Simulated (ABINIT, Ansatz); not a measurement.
## A GW chain in ABINIT: PbO (P4/nmm)

How does a plane-wave GW calculation on PbO (P4/nmm) run from the first input to the gap?

Method: PBE and many-body steps on it, plane waves, in ABINIT 10.8.3.

This is a report of a sequence of runs, with most program output left out.

The database entry behind the starting cell differs from later determinations by our own check (c about 1 % long), so it need not match the best structure at ambient conditions.

## (1) Set-up

It takes space group P4/nmm (No. 129, tetragonal). The conventional cell has a = 3.975 Å, b = 3.975 Å, c = 5.023 Å, α = 90.00°, β = 90.00°, γ = 90.00°. Nearest to Pb lie 4 O at 2.32 Å. Nearest to O lie 4 Pb at 2.32 Å. Farther neighbours and most contacts between anions are not listed.

Coordinates:

```cif
data_structure
_symmetry_space_group_name_H-M 'P 1'
_symmetry_Int_Tables_number 1
_cell_length_a 3.9748
_cell_length_b 3.9748
_cell_length_c 5.0227
_cell_angle_alpha 90.000
_cell_angle_beta 90.000
_cell_angle_gamma 90.000
_cell_volume 79.35
loop_
_atom_site_label
_atom_site_type_symbol
_atom_site_fract_x
_atom_site_fract_y
_atom_site_fract_z
_atom_site_occupancy
Pb1 Pb 0.00000 0.50000 0.23851 1
Pb2 Pb 0.50000 0.00000 0.76149 1
O3 O 0.00000 0.00000 0.00000 1
O4 O 0.50000 0.50000 0.00000 1
```

The cell and positions come from the Crystallography Open Database and are kept as given unless a step says otherwise. Spin-orbit coupling is left out unless a step names it.

## (2) Ground state

This step: ABINIT 10.8.3; DFT, PBE, plane waves, norm-conserving pseudopotentials.

The ground-state density comes first.

The input, run.abi:

```
acell 3*1.0 Angstrom
rprim 
  3.974800000000 0.000000000000 0.000000000000
  0.000000000000 3.974800000000 0.000000000000
  0.000000000000 0.000000000000 5.022700000000
ntypat 2
znucl 82 8
natom 4
typat 1 1 2 2
xred 
  0.000000000000 0.500000000000 0.238514000000
  0.500000000000 0.000000000000 0.761486000000
  0.000000000000 0.000000000000 0.000000000000
  0.500000000000 0.500000000000 0.000000000000
pp_dirpath "pseudos"
pseudos "Pb.upf, O.upf"
ecut 42
ngkpt 6 6 4
nshiftk 1
shiftk 0 0 0
kptopt 1
chksymbreak 0
nband 34
occopt 1
tolvrs 1e-10
nstep 60
prtwf 0
optforces 0
optstress 0
indata_prefix "in"
outdata_prefix "out"
tmpdata_prefix "tmp"
```

Command:

```bash
OMP_NUM_THREADS=1 mpirun -n 8 abinit run.abi > log
```

Wall time 36 s (8 MPI ranks of Intel Xeon 6975P-C (Granite Rapids), shared host); peak memory 0.88 GiB; 4.8 min of CPU time.

This step gave:

```yaml
total_energy: -12319.6059 eV
gap: 1.175 eV
k_of_the_valence_top: 0, 0, 0
k_of_the_conduction_bottom: 0.5, 0.5, 0
least_direct_gap: 2.178 eV
```

The gap is indirect, with the least direct gap 1.00 eV higher.

## (3) Bands along the symmetry lines

Levels along a band path, at the cheap level, show where the edges lie and whether the meshes to come will hold them.

The input, run.abi:

```
acell 3*1.0 Angstrom
rprim 
  3.974800000000 0.000000000000 0.000000000000
  0.000000000000 3.974800000000 0.000000000000
  0.000000000000 0.000000000000 5.022700000000
ntypat 2
znucl 82 8
natom 4
typat 1 1 2 2
xred 
  0.000000000000 0.500000000000 0.238514000000
  0.500000000000 0.000000000000 0.761486000000
  0.000000000000 0.000000000000 0.000000000000
  0.500000000000 0.500000000000 0.000000000000
pp_dirpath "pseudos"
pseudos "Pb.upf, O.upf"
ecut 42
iscf -2
irdden 1
kptopt 0
nkpt 75
kpt 
  0.00000000 0.00000000 0.00000000
  0.00000000 0.06250000 0.00000000
  0.00000000 0.12500000 0.00000000
  0.00000000 0.18750000 0.00000000
  0.00000000 0.25000000 0.00000000
  0.00000000 0.31250000 0.00000000
  0.00000000 0.37500000 0.00000000
  0.00000000 0.43750000 0.00000000
  0.00000000 0.50000000 0.00000000
  0.06250000 0.50000000 0.00000000
  0.12500000 0.50000000 0.00000000
  0.18750000 0.50000000 0.00000000
  0.25000000 0.50000000 0.00000000
  0.31250000 0.50000000 0.00000000
  0.37500000 0.50000000 0.00000000
  0.43750000 0.50000000 0.00000000
  0.50000000 0.50000000 0.00000000
  0.43750000 0.43750000 0.00000000
  0.37500000 0.37500000 0.00000000
  0.31250000 0.31250000 0.00000000
  0.25000000 0.25000000 0.00000000
  0.18750000 0.18750000 0.00000000
  0.12500000 0.12500000 0.00000000
  0.06250000 0.06250000 0.00000000
  0.00000000 0.00000000 0.00000000
  0.00000000 0.00000000 0.06250000
  0.00000000 0.00000000 0.12500000
  0.00000000 0.00000000 0.18750000
  0.00000000 0.00000000 0.25000000
  0.00000000 0.00000000 0.31250000
  0.00000000 0.00000000 0.37500000
  0.00000000 0.00000000 0.43750000
  0.00000000 0.00000000 0.50000000
  0.00000000 0.06250000 0.50000000
  0.00000000 0.12500000 0.50000000
  0.00000000 0.18750000 0.50000000
  0.00000000 0.25000000 0.50000000
  0.00000000 0.31250000 0.50000000
  0.00000000 0.37500000 0.50000000
  0.00000000 0.43750000 0.50000000
  0.00000000 0.50000000 0.50000000
  0.06250000 0.50000000 0.50000000
  0.12500000 0.50000000 0.50000000
  0.18750000 0.50000000 0.50000000
  0.25000000 0.50000000 0.50000000
  0.31250000 0.50000000 0.50000000
  0.37500000 0.50000000 0.50000000
  0.43750000 0.50000000 0.50000000
  0.50000000 0.50000000 0.50000000
  0.43750000 0.43750000 0.50000000
  0.37500000 0.37500000 0.50000000
  0.31250000 0.31250000 0.50000000
  0.25000000 0.25000000 0.50000000
  0.18750000 0.18750000 0.50000000
  0.12500000 0.12500000 0.50000000
  0.06250000 0.06250000 0.50000000
  0.00000000 0.00000000 0.50000000
  0.00000000 0.50000000 0.00000000
  0.00000000 0.50000000 0.06250000
  0.00000000 0.50000000 0.12500000
  0.00000000 0.50000000 0.18750000
  0.00000000 0.50000000 0.25000000
  0.00000000 0.50000000 0.31250000
  0.00000000 0.50000000 0.37500000
  0.00000000 0.50000000 0.43750000
  0.00000000 0.50000000 0.50000000
  0.50000000 0.50000000 0.00000000
  0.50000000 0.50000000 0.06250000
  0.50000000 0.50000000 0.12500000
  0.50000000 0.50000000 0.18750000
  0.50000000 0.50000000 0.25000000
  0.50000000 0.50000000 0.31250000
  0.50000000 0.50000000 0.37500000
  0.50000000 0.50000000 0.43750000
  0.50000000 0.50000000 0.50000000
istwfk *1
nband 35
nbdbuf 2
tolwfr 1e-08
nstep 40
prtwf 0
prtvol 0
indata_prefix "in"
outdata_prefix "out"
tmpdata_prefix "tmp"
```

Wall time 31 s (8 MPI ranks); peak memory 0.93 GiB; 4.1 min of CPU time.

Numbers from this step:

| Property | Result |
| --- | --- |
| gap | 1.170 eV |
| k of the valence top | 0.0625, 0.0625, 0 |
| k of the conduction bottom | 0.5, 0.5, 0 |
| least direct gap | 2.178 eV |

The gap is 1.170 eV, −0.005 eV from the run before at this level.

The electronic bands at the labelled points (eV, zero at the top of the highest filled band):

```tsv
point	band 25	band 26	band 27	band 28	band 29	band 30	band 31	band 32
Γ	-1.70	-1.62	-1.62	-0.01	2.42	5.56	5.59	5.59
halfway	-2.49	-2.03	-1.93	-0.23	3.56	3.57	5.53	5.91
X	-2.97	-2.97	-1.69	-1.69	3.38	3.38	6.63	6.63
halfway	-2.18	-2.18	-1.43	-1.43	2.51	2.51	5.42	5.42
M	-1.70	-1.70	-1.01	-1.01	1.17	1.17	5.26	5.26
halfway	-2.82	-2.70	-1.24	-0.51	3.06	3.43	4.74	5.16
Γ	-1.70	-1.62	-1.62	-0.01	2.42	5.56	5.59	5.59
halfway	-1.72	-1.63	-1.63	-0.38	2.11	4.54	4.54	5.02
Z	-1.74	-1.65	-1.65	-0.99	2.05	3.98	3.98	4.28
halfway	-2.31	-2.04	-1.15	-0.97	2.30	3.15	4.61	6.57
R	-2.93	-2.93	-1.02	-1.02	3.07	3.07	6.30	6.30
halfway	-1.72	-1.72	-1.50	-1.50	3.42	3.42	4.59	4.59
A	-2.27	-2.27	-1.01	-1.01	3.41	3.41	4.75	4.75
halfway	-2.76	-1.60	-1.23	-1.09	2.48	3.67	3.87	6.40
Z	-1.74	-1.65	-1.65	-0.99	2.05	3.98	3.98	4.28
jump to X	-2.97	-2.97	-1.69	-1.69	3.38	3.38	6.63	6.63
halfway	-2.95	-2.95	-1.31	-1.31	3.22	3.22	6.47	6.47
R	-2.93	-2.93	-1.02	-1.02	3.07	3.07	6.30	6.30
jump to M	-1.70	-1.70	-1.01	-1.01	1.17	1.17	5.26	5.26
halfway	-2.00	-2.00	-1.01	-1.01	2.00	2.00	5.56	5.56
A	-2.27	-2.27	-1.01	-1.01	3.41	3.41	4.75	4.75
```

## (4) Empty states on the mesh, 4×4×4 mesh, 290 bands

The sums over transitions need many empty states on a uniform mesh; this step solves for them.

The input, run.abi:

```
acell 3*1.0 Angstrom
rprim 
  3.974800000000 0.000000000000 0.000000000000
  0.000000000000 3.974800000000 0.000000000000
  0.000000000000 0.000000000000 5.022700000000
ntypat 2
znucl 82 8
natom 4
typat 1 1 2 2
xred 
  0.000000000000 0.500000000000 0.238514000000
  0.500000000000 0.000000000000 0.761486000000
  0.000000000000 0.000000000000 0.000000000000
  0.500000000000 0.500000000000 0.000000000000
pp_dirpath "pseudos"
pseudos "Pb.upf, O.upf"
ecut 42
ngkpt 4 4 4
nshiftk 1
shiftk 0 0 0
kptopt 1
chksymbreak 0
iscf -2
irdden 1
istwfk *1
nband 290
nbdbuf 26
tolwfr 1e-09
nstep 60
prtvol 0
indata_prefix "in"
outdata_prefix "out"
tmpdata_prefix "tmp"
```

Elapsed: 3.9 min, on 8 MPI ranks; peak memory 1.4 GiB.

This step gave:

| Quantity | Value |
| --- | --- |
| gap | 1.175 eV |
| k of the valence top | 0, 0, 0 |
| k of the conduction bottom | 0.5, 0.5, 0 |
| least direct gap | 2.178 eV |
| k points computed | 18 |
| lowest point of the top converged band, above the valence top | 108.1854 eV |

On this mesh the gap is 1.175 eV.

## (5) Screening, 4×4×4 mesh, 264 bands, screening to 217.7 eV

The RPA dielectric matrix is built and inverted for each q.

This step: RPA screening on PBE, plane waves, norm-conserving pseudopotentials.

run.abi: that of step 4 with these lines changed.

```diff
@@ -22,10 +22,11 @@
 chksymbreak 0
-iscf -2
-irdden 1
 istwfk *1
-nband 290
-nbdbuf 26
-tolwfr 1e-09
-nstep 60
-prtvol 0
+occopt 1
+irdwfk 1
+optdriver 3
+nband 264
+ecuteps 8
+inclvkb 2
+awtr 1
+symchi 1
 indata_prefix "in"
```

Elapsed: 10 min, on 8 MPI ranks; peak memory 7.2 GiB.

Numbers from this step:

```
ε∞ with local fields, on this mesh, along the program's q direction : 6.210
the same without local fields                                       : 7.128
plasma frequency                                                    : 31.19 eV
plane waves in the screening matrix                                 : 577
```

Local fields lower ε∞ by 13 %. On a Γ-centred mesh this coarse the value itself is usually too large, while a short band sum pulls it down.

## (6) Self-energy, 4×4×4 mesh, 264 bands, screening to 217.7 eV

The self-energy is evaluated for the states that the input lists, and the levels follow from it, in one-shot runs by the linearised quasiparticle equation.

This step: G0W0 on PBE, plane waves, norm-conserving pseudopotentials.

run.abi: that of step 5 with these lines changed.

```diff
@@ -25,8 +25,17 @@
 irdwfk 1
-optdriver 3
+optdriver 4
 nband 264
+gwcalctyp 0
+ecutsigx 42
+symsigma 1
+nkptgw 2
+kptgw 
+  0.0000000000 0.0000000000 0.0000000000
+  0.5000000000 0.5000000000 0.0000000000
+bdgw 
+  26 30
+  27 30
 ecuteps 8
-inclvkb 2
-awtr 1
-symchi 1
+irdscr 1
+ppmodel 1
 indata_prefix "in"
```

Run time: 64 s. Hardware: 8 MPI ranks; peak memory 7.2 GiB.

Numbers from this step:

* G0W0 gap on the points computed: 1.397 eV
* starting gap on the mesh: 1.175 eV
* k of the valence top: 0, 0, 0
* k of the conduction bottom: 0.5, 0.5, 0
* Z at the valence top: 0.789
* Z at the conduction bottom: 0.838
* least direct G0W0 gap on the computed points: 2.275 eV

The gap on the mesh goes from 1.17 eV to 1.40 eV, a correction of +0.22 eV.

Limits: finite bands, cutoff and mesh; no spin-orbit coupling; coarse k mesh. v1 is the top filled band, c1 the lowest empty one. Levels before and after the correction, in eV, zero at the valence-band top of each column:

```tsv
	conduction bottom	valence top
Kohn-Sham	1.17	0.00
G0W0	1.40	0.00
```

```tsv
	level	energy (eV)
Kohn-Sham	Γ v3-v2	-1.616
Kohn-Sham	Γ v1	0.000
Kohn-Sham	Γ c1	2.429
Kohn-Sham	Γ c2	5.567
Kohn-Sham	(0.5 0.5 0) v2-v1	-1.003
Kohn-Sham	(0.5 0.5 0) c1-c2	1.175
G0W0	Γ v3-v2	-1.607
G0W0	Γ v1	0.000
G0W0	Γ c1	2.941
G0W0	Γ c2	6.108
G0W0	(0.5 0.5 0) v2-v1	-0.878
G0W0	(0.5 0.5 0) c1-c2	1.397
```

## (7) Where the time went

Times are wall times on 8 MPI ranks of Intel Xeon 6975P-C (Granite Rapids), shared host, good to a factor of about two.

```tsv
step	time	share	memory (GiB)
ground state	36 s	4 %	0.88
bands along the symmetry lines	31 s	3 %	0.93
empty states on the mesh	3.9 min	24 %	1.4
screening	10 min	63 %	7.2
self-energy	64 s	6 %	7.2
```

## (8) What came out

| Item | Value |
| --- | --- |
| PBE gap | 1.17 eV, indirect |
| G0W0 gap on the mesh | 1.40 eV |
| GW settings | 4×4×4 mesh, 264 bands, screening to 217.7 eV, Godby-Needs plasmon pole |
| known limits | not at the basis limit; no spin-orbit coupling; coarse k mesh |

**Reading.** G0W0 moves the gap on the mesh from 1.17 eV to 1.40 eV (+0.22 eV), with Z of 0.79 and 0.84 at the edges. Local fields lower the RPA ε∞ on this mesh from 7.13 to 6.21; a Γ-centred mesh this coarse tends to raise both, most where the direct gap is narrow, while a short band sum lowers them. Only 2 of the mesh's irreducible points were corrected, so a valley elsewhere could overtake. The dearest step here is «screening». Bands and cutoff are finite, so the gap is not at the basis limit. The miss can reach some tenths of an eV and take either sign; the mesh is an error of its own. In the G0W0 run levels were corrected at 2 k points alone, so a gap called «on the mesh» is the least over those, and an edge elsewhere would be missed. The 4×4×4 mesh is coarse for this cell, which bears on the long-range parts of exchange and screening. Where an edge is built on 6p states of lead, bismuth or thallium, scalar-relativistic gaps usually stand too wide, by a few tenths to over one eV. The many-body steps are scalar-relativistic: spin-orbit coupling is not in them.

[Paths, hosts, dates, memory and timing lines, banners, echoed tables and standing remarks are left out of the program output.]

[Logs are printed without paths, hosts, clocks, repeated set-up lines and the standing remarks that a program may print on its own settings, such as how far it seeks lower states.]

[Runs of the session that timed out or met a known fault of the program may be left out.]

[Hosts, paths, dates, database ids (printed as entryN), source tags and the programs' standing remarks are cut or masked in the printed files.]

[G0W0 gaps are taken among the corrected bands and points alone; a level outside them can change the order at an edge.]

[Where Ansatz stands beside ABINIT at settings called matched, ABINIT's density can come from a denser mesh and the files from another edition; pairs whose starting gaps differed by over 0.03 eV were left out, so agreement reads better than it is.]
